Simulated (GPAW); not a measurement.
# NaCl (Fm-3m): refractive index against wavelength

The refractive index of NaCl (Fm-3m) below the direct gap (5.16 eV on the mesh) is read from one computed spectrum, n = √(Re ε).

It takes space group Fm-3m (No. 225, cubic). Conventional cell: a = 5.620 Å, b = 5.620 Å, c = 5.620 Å, α = 90.00°, β = 90.00°, γ = 90.00°. Cl on site b has 6 Na at 2.81 Å as nearest neighbours. Na on site a is surrounded by 6 Cl at 2.81 Å.

Method: GPAW 26.7.0, PBE, RPA, k-mesh 11×11×11, local fields up to 60 eV, Lorentzian half width 0.1 eV.

Launch of the response step: `OMP_NUM_THREADS=1 python df.py`. The run took 62 s, its band step included, on 1 thread of Arm Neoverse V1, with other jobs on the host.

| wavelength (nm) | photon energy E (eV) | n |
| --- | --- | --- |
| 850 | 1.459 | 1.5327 |
| 700 | 1.771 | 1.5378 |
| 633 | 1.959 | ? |
| 532 | 2.331 | 1.5499 |
| 450 | 2.755 | 1.5622 |
| 405 | 3.061 | 1.5731 |
| 365 | 3.397 | 1.5873 |

In the single-oscillator model n² − 1 = E₀E_d/(E₀² − E²), so 1/(n² − 1) = E₀/E_d − E²/(E₀E_d) is linear in E².

Working, on the rows shown:

| x = E² (eV²) | y = 1/(n² − 1) |
| --- | --- |
| 2.12762 | 0.741197 |
| 3.13716 | 0.732693 |
| 5.43137 | 0.71317 |
| 7.59115 | 0.694218 |
| 9.37179 | 0.67813 |
| 11.5384 | 0.658102 |

Means: x̄ = 6.5329, ȳ = 0.70292. Σ(x − x̄)(y − ȳ) = -0.5849, Σ(x − x̄)² = 66.39. Slope = -0.5849 / 66.39 = -0.008811; intercept = ȳ − slope · x̄ = 0.76048. Turned back into n, the line misses the rows shown by at most 0.00052.

Task: Predict the last column of the withheld row from the fit.

Result: At x = 3.8364 the line gives y = 0.72668, that is 1.5415. The run gave 1.5414, so the interpolation is off by 6.9e-05, 0.1 % of the range in the table.

Refitted with all rows, the slope is -0.008815 and the intercept 0.76052. These give E₀ = √(intercept/−slope) = 9.29 eV and E_d = E₀/intercept = 12.2 eV; E₀ is 1.8 times the direct gap. The electronic limit at long wavelengths, without lattice vibrations, is n = √(1 + 1/intercept) = 1.521. The cell comes from an older database entry, whose edges can be off by a per cent or so. Excitons are left out; PBE gaps are as a rule too small. The values come from a sum over the points of one k-mesh and carry its error, which grows as the direct gap shrinks.
